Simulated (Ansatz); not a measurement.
# Li on Cu(100): change of the work function, part 2 of 4

Aim: the work function of Cu(100) at several coverages of Li (hollow site), and the dipole that each adsorbate carries.

Ansatz 0.2.0; plane-wave DFT, PBE, Ansatz PAW.

So far, work function, upper face (eV): step 2 (the clean slab) 4.57.

## (3) The covered slab, k-mesh 4×4×1, coverage 0.111 ML

System of this step: Li/Cu(100). The cell holds 37 atoms: 36 Cu and 1 Li. Its edges and angles: a = 7.658 Å, b = 7.658 Å, c = 25.396 Å, α = 90.0°, β = 90.0°, γ = 90.0°. Vacuum lies along c.

The clean slab as it ended is repeated in the plane and the adsorbate is set on one face; the cell's size fixes the coverage, and the k-mesh shrinks with it to keep the sampling density about even. Adsorbate and upper layers relax, since the dipole depends on the height.

File input.yaml:

```yaml
crystal:
  lattice:
    - [7.6579664403, 0.0, 0.0]
    - [0.0, 7.6579664403, 0.0]
    - [0.0, 0.0, 25.3962664858]
  atoms:
    - { symbol: Cu, position: [0.1666666667, 0.1666666667, 0.3543827989] }
    - { symbol: Cu, position: [0.0, 0.0, 0.4254562381] }
    - { symbol: Cu, position: [0.1666666667, 0.1666666667, 0.4977633208] }
    - { symbol: Cu, position: [0.0, 0.0, 0.5677200426] }
    - { symbol: Cu, position: [0.1666666667, 0.5, 0.3543827989] }
    - { symbol: Cu, position: [0.0, 0.3333333333, 0.4254562381] }
    - { symbol: Cu, position: [0.1666666667, 0.5, 0.4977633208] }
    - { symbol: Cu, position: [0.0, 0.3333333333, 0.5677200426] }
    - { symbol: Cu, position: [0.1666666667, 0.8333333333, 0.3543827989] }
    - { symbol: Cu, position: [0.0, 0.6666666667, 0.4254562381] }
    - { symbol: Cu, position: [0.1666666667, 0.8333333333, 0.4977633208] }
    - { symbol: Cu, position: [0.0, 0.6666666667, 0.5677200426] }
    - { symbol: Cu, position: [0.5, 0.1666666667, 0.3543827989] }
    - { symbol: Cu, position: [0.3333333333, 0.0, 0.4254562381] }
    - { symbol: Cu, position: [0.5, 0.1666666667, 0.4977633208] }
    - { symbol: Cu, position: [0.3333333333, 0.0, 0.5677200426] }
    - { symbol: Cu, position: [0.5, 0.5, 0.3543827989] }
    - { symbol: Cu, position: [0.3333333333, 0.3333333333, 0.4254562381] }
    - { symbol: Cu, position: [0.5, 0.5, 0.4977633208] }
    - { symbol: Cu, position: [0.3333333333, 0.3333333333, 0.5677200426] }
    - { symbol: Cu, position: [0.5, 0.8333333333, 0.3543827989] }
    - { symbol: Cu, position: [0.3333333333, 0.6666666667, 0.4254562381] }
    - { symbol: Cu, position: [0.5, 0.8333333333, 0.4977633208] }
    - { symbol: Cu, position: [0.3333333333, 0.6666666667, 0.5677200426] }
    - { symbol: Cu, position: [0.8333333333, 0.1666666667, 0.3543827989] }
    - { symbol: Cu, position: [0.6666666667, 0.0, 0.4254562381] }
    - { symbol: Cu, position: [0.8333333333, 0.1666666667, 0.4977633208] }
    - { symbol: Cu, position: [0.6666666667, 0.0, 0.5677200426] }
    - { symbol: Cu, position: [0.8333333333, 0.5, 0.3543827989] }
    - { symbol: Cu, position: [0.6666666667, 0.3333333333, 0.4254562381] }
    - { symbol: Cu, position: [0.8333333333, 0.5, 0.4977633208] }
    - { symbol: Cu, position: [0.6666666667, 0.3333333333, 0.5677200426] }
    - { symbol: Cu, position: [0.8333333333, 0.8333333333, 0.3543827989] }
    - { symbol: Cu, position: [0.6666666667, 0.6666666667, 0.4254562381] }
    - { symbol: Cu, position: [0.8333333333, 0.8333333333, 0.4977633208] }
    - { symbol: Cu, position: [0.6666666667, 0.6666666667, 0.5677200426] }
    - { symbol: Li, position: [0.1666666667, 0.1666666667, 0.6456172011] }
kpoints:
  mp_grid: { grid: [4, 4, 1] }
hamiltonian:
  xc: pbe
scf:
  occupations: { method: fermi_dirac, width: 0.1 }
  convergence: { dr2_threshold: 1.0e-08 }
efield:
  axis: 3
  dipole_correction: true
  ramp_position: 0.97
  ramp_width: 0.06
relax:
  f_tol: 0.02
  max_steps: 60
  constraints:
    - { sites: [0, 1, 4, 5, 8, 9, 12, 13, 16, 17, 20, 21, 24, 25, 28, 29, 32, 33] }
output:
  write_potential: true
  write_density: true
  volumetric_format: npy
```

Launch:

```console
> ansatz run input.yaml --threads 4 --pin off --max-ram 16384MiB --backend cpu --events-out ev --progress --plain --runs-dir out
```

The log of the run:

```text
[...]
Crystal: 37 atoms, lattice volume = 1489.350 Å³
Basis set: ecut = 420 eV, 29081 PW (Γ), exchange–correlation on 108×108×360 points (8 copies of the dense FFT grid, shifted against one another)
Bands: 413, of which v1, the nominal top of the filled ones, is band 344 counted from 1 (343 counted from 0)
Symmetry: 8 space group operations
[...]
k-points: 6 of 16
[...]
SCF iter   1: F=—  HF=-238700.765233 eV  |F-HF|=—  |Δ(HF+E_count)|=         —  Δρ=2.15e-3  dr2=4.42e-1  ethr=1.77e-3  p=0.462 e·Å  D=5.62e-2 V/Å  ΔV_dip=-1.43 eV  dr2_dipole=7.03e-2  V_vac-E_F(+/−)=3.07/4.50 eV  ⟨swp⟩=8.5  Hψ=10952  notcnv=0  defer=195
[...]
SCF iter  12: F=-238700.758160 eV  HF=-238700.758160 eV  |F-HF|=9.09e-8  |Δ(HF+E_count)|=   1.66e-7  Δρ=4.84e-7  dr2=2.94e-9  ethr=1.46e-12  p=0.462 e·Å  D=5.61e-2 V/Å  ΔV_dip=-1.42 eV  dr2_dipole=5.15e-13  V_vac-E_F(+/−)=3.14/4.57 eV  ⟨swp⟩=8.8  Hψ=15361  notcnv=0
SCF 1 converged in 12 iterations: F = -238700.758160 eV  dr2 = 2.94e-9
[...]
relax step   1: F+E_penalty+E_count = -238700.75816049 eV  Δ(F+E_penalty+E_count) = +0.000e0 eV  max|allowed force component| = 1.923e-1 eV/Å  Δτ_max = 0.0000 Å  (12 SCF iters, accepted)
[...]
SCF iter  10: F=-238700.767620 eV  HF=-238700.767620 eV  |F-HF|=5.37e-8  |Δ(HF+E_count)|=   1.29e-7  Δρ=6.79e-7  dr2=5.20e-9  ethr=1.46e-12  p=0.424 e·Å  D=5.16e-2 V/Å  ΔV_dip=-1.31 eV  dr2_dipole=2.97e-12  V_vac-E_F(+/−)=3.26/4.57 eV  ⟨swp⟩=9.0  Hψ=15658  notcnv=0
SCF 2 converged in 10 iterations: F = -238700.767620 eV  dr2 = 5.20e-9
[...]
relax step   2: F+E_penalty+E_count = -238700.76762035 eV  Δ(F+E_penalty+E_count) = -9.460e-3 eV  max|allowed force component| = 8.513e-2 eV/Å  Δτ_max = 0.0899 Å  (10 SCF iters, accepted)
SCF iter   1: F=—  HF=-238700.768474 eV  |F-HF|=—  |Δ(HF+E_count)|=         —  Δρ=2.43e-4  dr2=5.12e-4  ethr=6.79e-7  p=0.424 e·Å  D=5.16e-2 V/Å  ΔV_dip=-1.31 eV  dr2_dipole=1.28e-5  V_vac-E_F(+/−)=3.26/4.57 eV  ⟨swp⟩=4.5  Hψ=6071  notcnv=0  defer=274
[...]
SCF iter   9: F=-238700.769013 eV  HF=-238700.769013 eV  |F-HF|=1.24e-8  |Δ(HF+E_count)|=   1.19e-8  Δρ=4.14e-7  dr2=2.22e-9  ethr=1.46e-12  p=0.427 e·Å  D=5.19e-2 V/Å  ΔV_dip=-1.32 eV  dr2_dipole=3.98e-11  V_vac-E_F(+/−)=3.25/4.57 eV  ⟨swp⟩=8.8  Hψ=15296  notcnv=0
SCF 3 converged in 9 iterations: F = -238700.769013 eV  dr2 = 2.22e-9
relax step   3: F+E_penalty+E_count = -238700.76901321 eV  Δ(F+E_penalty+E_count) = -1.393e-3 eV  max|allowed force component| = 4.020e-2 eV/Å  Δτ_max = 0.0107 Å  (9 SCF iters, accepted)
SCF iter   1: F=—  HF=-238700.768713 eV  |F-HF|=—  |Δ(HF+E_count)|=         —  Δρ=2.16e-4  dr2=3.62e-4  ethr=3.92e-7  p=0.427 e·Å  D=5.19e-2 V/Å  ΔV_dip=-1.32 eV  dr2_dipole=1.72e-7  V_vac-E_F(+/−)=3.25/4.57 eV  ⟨swp⟩=3.7  Hψ=6287  notcnv=0  defer=264
[...]
SCF iter   9: F=-238700.769346 eV  HF=-238700.769346 eV  |F-HF|=8.18e-9  |Δ(HF+E_count)|=   1.91e-8  Δρ=3.11e-7  dr2=1.27e-9  ethr=1.46e-12  p=0.428 e·Å  D=5.20e-2 V/Å  ΔV_dip=-1.32 eV  dr2_dipole=4.28e-11  V_vac-E_F(+/−)=3.25/4.57 eV  ⟨swp⟩=8.5  Hψ=14977  notcnv=0
SCF 4 converged in 9 iterations: F = -238700.769346 eV  dr2 = 1.27e-9
relax step   4: F+E_penalty+E_count = -238700.76934603 eV  Δ(F+E_penalty+E_count) = -3.328e-4 eV  max|allowed force component| = 1.531e-3 eV/Å  Δτ_max = 0.0060 Å  (9 SCF iters, accepted)
NSCF: frozen V_eff on 6 k-points
the search or the solves at the SCF's close seem to have found levels that the self-consistency loop had missed (the run counts 5). By its estimate they hold under 1e-12 electrons; where the run keeps them, the occupations were computed again with them
[...]
SCF converged after 9 iterations
Free energy (F): -238700.769346 eV
[...]
Internal energy: -238700.365207 eV  (E = F + TS)
E sigma→0 (E₀):  -238700.567277 eV
Entropy (-TS):   -0.404139 eV (-10.923 meV/atom)
Fermi energy:    2.087658 eV
Dipole field:    D = 0.052012 V/Å  (p = 0.428094 e·Å, saw-weighted, corrected)
Work function:   Φ+ = 3.2477 eV   Φ− = 4.5686 eV
[...]
--- Forces (eV/Å), atoms counted from 1 ---
  atom   1  Cu     0.00000000     0.00000000     0.10670774
  atom   2  Cu    -0.01702216    -0.01702216    -0.09819333
  atom   3  Cu    -0.00000000     0.00000000    -0.00153068
  atom   4  Cu     0.00048779     0.00048779     0.00045915
  atom   5  Cu     0.00000000    -0.00250336     0.11632822
  atom   6  Cu    -0.01702216     0.01702216    -0.09819333
  atom   7  Cu     0.00000000     0.00065895     0.00041853
  atom   8  Cu     0.00048779    -0.00048779     0.00045915
  atom   9  Cu     0.00000000     0.00250336     0.11632822
  atom  10  Cu    -0.01571250     0.00000000    -0.12024705
  atom  11  Cu     0.00000000    -0.00065895     0.00041853
  atom  12  Cu     0.00073016     0.00000000    -0.00012132
  atom  13  Cu    -0.00250336     0.00000000     0.11632822
  atom  14  Cu     0.01702216    -0.01702216    -0.09819333
  atom  15  Cu     0.00065895     0.00000000     0.00041853
  atom  16  Cu    -0.00048779     0.00048779     0.00045915
  atom  17  Cu    -0.00216742    -0.00216742     0.10582614
  atom  18  Cu     0.01702216     0.01702216    -0.09819333
  atom  19  Cu     0.00026201     0.00026201     0.00043202
  atom  20  Cu    -0.00048779    -0.00048779     0.00045915
  atom  21  Cu    -0.00216742     0.00216742     0.10582614
  atom  22  Cu     0.01571250     0.00000000    -0.12024705
  atom  23  Cu     0.00026201    -0.00026201     0.00043202
  atom  24  Cu    -0.00073016     0.00000000    -0.00012132
  atom  25  Cu     0.00250336     0.00000000     0.11632822
  atom  26  Cu    -0.00000000    -0.01571250    -0.12024705
  atom  27  Cu    -0.00065895     0.00000000     0.00041853
  atom  28  Cu    -0.00000000     0.00073016    -0.00012132
  atom  29  Cu     0.00216742    -0.00216742     0.10582614
  atom  30  Cu    -0.00000000     0.01571250    -0.12024705
  atom  31  Cu    -0.00026201     0.00026201     0.00043202
  atom  32  Cu    -0.00000000    -0.00073016    -0.00012132
  atom  33  Cu     0.00216742     0.00216742     0.10582614
  atom  34  Cu    -0.00000000    -0.00000000    -0.12462889
  atom  35  Cu    -0.00026201    -0.00026201     0.00043202
  atom  36  Cu    -0.00000000    -0.00000000    -0.00067414
  atom  37  Li     0.00000000     0.00000000     0.00048685
  max |Σ_I F_I| component: 2.97e-5 eV/Å
--- Band table (eV; the first three rows and the last of 6) ---
  k-point 0: bands = [... 340 lower, 1.2839, 1.5181, 1.5181, 1.5805, 1.6075, 2.2113, 2.2113, 2.2324, ... 65 higher]
  k-point 1: bands = [... 340 lower, 1.4452, 1.6128, 1.7818, 1.8519, 1.8964, 1.9037, 2.2096, 2.9988, ... 65 higher]
  k-point 2: bands = [... 340 lower, 1.7478, 1.9540, 2.0573, 2.1791, 2.3041, 2.3188, 2.4418, 2.4542, ... 65 higher]
  k-point 5: bands = [... 340 lower, 2.3231, 2.3244, 2.3273, 2.3291, 2.3291, 2.7845, 2.9597, 2.9597, ... 65 higher]
--- Relaxed structure (4 steps of the walk, 4 accepted, 0 SCFs on fresh bases) ---
  F+E_penalty+E_count = -238700.76934603 eV   max|allowed force component| = 1.531e-3 eV/Å
  atoms:
    - { symbol: Cu, position: [0.166667, 0.166667, 0.3543827989] }
    - { symbol: Cu, position: [1.666666e-11, 1.666666e-11, 0.4254562381] }
    - { symbol: Cu, position: [0.166667, 0.166667, 0.497105] }
    - { symbol: Cu, position: [-1.688543e-5, -1.688543e-5, 0.567871] }
    - { symbol: Cu, position: [0.166667, 0.500000, 0.3543827989] }
    - { symbol: Cu, position: [1.666666e-11, 0.333333, 0.4254562381] }
    - { symbol: Cu, position: [0.166667, 0.500451, 0.497573] }
    - { symbol: Cu, position: [-1.688543e-5, 0.333350, 0.567871] }
    - { symbol: Cu, position: [0.166667, 0.833333, 0.3543827989] }
    - { symbol: Cu, position: [1.666666e-11, 0.666667, 0.4254562381] }
    - { symbol: Cu, position: [0.166667, 0.832883, 0.497573] }
    - { symbol: Cu, position: [0.000134211, 0.666667, 0.568215] }
    - { symbol: Cu, position: [0.500000, 0.166667, 0.3543827989] }
    - { symbol: Cu, position: [0.333333, 1.666666e-11, 0.4254562381] }
    - { symbol: Cu, position: [0.500451, 0.166667, 0.497573] }
    - { symbol: Cu, position: [0.333350, -1.688543e-5, 0.567871] }
    - { symbol: Cu, position: [0.500000, 0.500000, 0.3543827989] }
    - { symbol: Cu, position: [0.333333, 0.333333, 0.4254562381] }
    - { symbol: Cu, position: [0.500069, 0.500069, 0.497823] }
    - { symbol: Cu, position: [0.333350, 0.333350, 0.567871] }
    - { symbol: Cu, position: [0.500000, 0.833333, 0.3543827989] }
    - { symbol: Cu, position: [0.333333, 0.666667, 0.4254562381] }
    - { symbol: Cu, position: [0.500069, 0.833264, 0.497823] }
    - { symbol: Cu, position: [0.333199, 0.666667, 0.568215] }
    - { symbol: Cu, position: [0.833333, 0.166667, 0.3543827989] }
    - { symbol: Cu, position: [0.666667, 1.666666e-11, 0.4254562381] }
    - { symbol: Cu, position: [0.832883, 0.166667, 0.497573] }
    - { symbol: Cu, position: [0.666667, 0.000134211, 0.568215] }
    - { symbol: Cu, position: [0.833333, 0.500000, 0.3543827989] }
    - { symbol: Cu, position: [0.666667, 0.333333, 0.4254562381] }
    - { symbol: Cu, position: [0.833264, 0.500069, 0.497823] }
    - { symbol: Cu, position: [0.666667, 0.333199, 0.568215] }
    - { symbol: Cu, position: [0.833333, 0.833333, 0.3543827989] }
    - { symbol: Cu, position: [0.666667, 0.666667, 0.4254562381] }
    - { symbol: Cu, position: [0.833264, 0.833264, 0.497823] }
    - { symbol: Cu, position: [0.666667, 0.666667, 0.567905] }
    - { symbol: Li, position: [0.166667, 0.166667, 0.642670] }
```

Elapsed: 9.6 min, on 4 threads of Arm Neoverse V2, shared host; peak memory 11 GiB; 38 min of CPU time.

Step by step:

```
step  energy less that of the first step (eV)  largest force component (eV/Å)
   1                                   0.0000                          0.1923
   2                                  -0.0095                          0.0851
   3                                  -0.0109                          0.0402
   4                                  -0.0112                          0.0015
```

The run keeps the 8 symmetry operations that the program found, so distortions that break them were not tested.

The atoms that moved most (Å):

```
atom      dx      dy      dz  length
Li37   0.000   0.000  -0.075   0.075
 Cu3   0.000   0.000  -0.017   0.017
Cu32   0.000  -0.001   0.013   0.013
Cu24  -0.001   0.000   0.013   0.013
Cu12   0.001   0.000   0.013   0.013
Cu28   0.000   0.001   0.013   0.013
Cu11   0.000  -0.003  -0.005   0.006
Cu27  -0.003   0.000  -0.005   0.006
```

Final coordinates:

```xyz
37
Lattice="7.6580 0.0000 0.0000 0.0000 7.6580 0.0000 0.0000 0.0000 25.3963" Properties=species:S:1:pos:R:3
Cu    1.2763    1.2763    9.0000
Cu    0.0000    0.0000   10.8050
Cu    1.2763    1.2763   12.6246
Cu   -0.0001   -0.0001   14.4218
Cu    1.2763    3.8290    9.0000
Cu    0.0000    2.5527   10.8050
Cu    1.2763    3.8324   12.6365
Cu   -0.0001    2.5528   14.4218
Cu    1.2763    6.3816    9.0000
Cu    0.0000    5.1053   10.8050
Cu    1.2763    6.3782   12.6365
Cu    0.0010    5.1053   14.4305
Cu    3.8290    1.2763    9.0000
Cu    2.5527    0.0000   10.8050
Cu    3.8324    1.2763   12.6365
Cu    2.5528   -0.0001   14.4218
Cu    3.8290    3.8290    9.0000
Cu    2.5527    2.5527   10.8050
Cu    3.8295    3.8295   12.6428
Cu    2.5528    2.5528   14.4218
Cu    3.8290    6.3816    9.0000
Cu    2.5527    5.1053   10.8050
Cu    3.8295    6.3811   12.6428
Cu    2.5516    5.1053   14.4305
Cu    6.3816    1.2763    9.0000
Cu    5.1053    0.0000   10.8050
Cu    6.3782    1.2763   12.6365
Cu    5.1053    0.0010   14.4305
Cu    6.3816    3.8290    9.0000
Cu    5.1053    2.5527   10.8050
Cu    6.3811    3.8295   12.6428
Cu    5.1053    2.5516   14.4305
Cu    6.3816    6.3816    9.0000
Cu    5.1053    5.1053   10.8050
Cu    6.3811    6.3811   12.6428
Cu    5.1053    5.1053   14.4227
Li    1.2763    1.2763   16.3214
```

Read from the output:

```yaml
energy_at_zero_smearing: -238700.5673 eV
work_function_upper_face: 3.248 eV
work_function_lower_face: 4.569 eV
dipole_along_the_normal: 0.4281 e·Å
step_between_the_vacuum_levels: -1.321 eV
```

Running mean over 1.805 Å of the planar mean; the ramp of the sawtooth is left out. Electron's electrostatic potential energy less the Fermi level against z:

```
z (Å)  electron's electrostatic potential energy less the Fermi level (eV)
  3.0                                                                 4.57
  3.5                                                                 4.57
  4.0                                                                 4.57
  4.5                                                                 4.57
  5.0                                                                 4.57
  5.5                                                                 4.56
  6.0                                                                 4.53
  6.5                                                                 4.43
  7.0                                                                 4.09
  7.5                                                                 2.69
  8.0                                                                -1.45
  8.5                                                                -6.20
  9.0                                                                -8.31
  9.5                                                                -8.64
 10.0                                                                -8.73
 10.5                                                                -8.79
 11.0                                                                -8.75
 11.5                                                                -8.58
 12.0                                                                -8.60
 12.5                                                                -8.78
 13.0                                                                -8.90
 13.5                                                                -8.91
 14.0                                                                -8.76
 14.5                                                                -8.24
 15.0                                                                -5.77
 15.5                                                                -1.24
 16.0                                                                 2.06
 16.5                                                                 2.84
 17.0                                                                 2.98
 17.5                                                                 3.13
 18.0                                                                 3.21
 18.5                                                                 3.23
 19.0                                                                 3.24
 19.5                                                                 3.25
 20.0                                                                 3.25
 20.5                                                                 3.25
 21.0                                                                 3.25
 21.5                                                                 3.25
 22.0                                                                 3.25
```

The relaxation took 4 steps and lowered the energy by 0.011 eV; the largest force on the free atoms ends at 0.0015 eV/Å.

The covered face has 3.25 eV, -1.32 eV against the clean one; the bare back face has moved by -0.01 eV, a measure of how thin the slab is.

(Continued in part 3 of 4.)

[Long decimals in the printed logs are rounded to 6 places.]

[Logs are printed without paths, hosts, clocks, repeated set-up lines and the standing remarks that a program may print on its own settings, such as how far it seeks lower states.]

[Hosts, paths, dates, database ids (printed as entryN), source tags and the programs' standing remarks are cut or masked in the printed files.]

[Maps of the electrostatic potential energy from Ansatz leave out the sawtooth potential of an applied field or a dipole correction, so their vacuum need not be flat; planar profiles and work functions include it.]
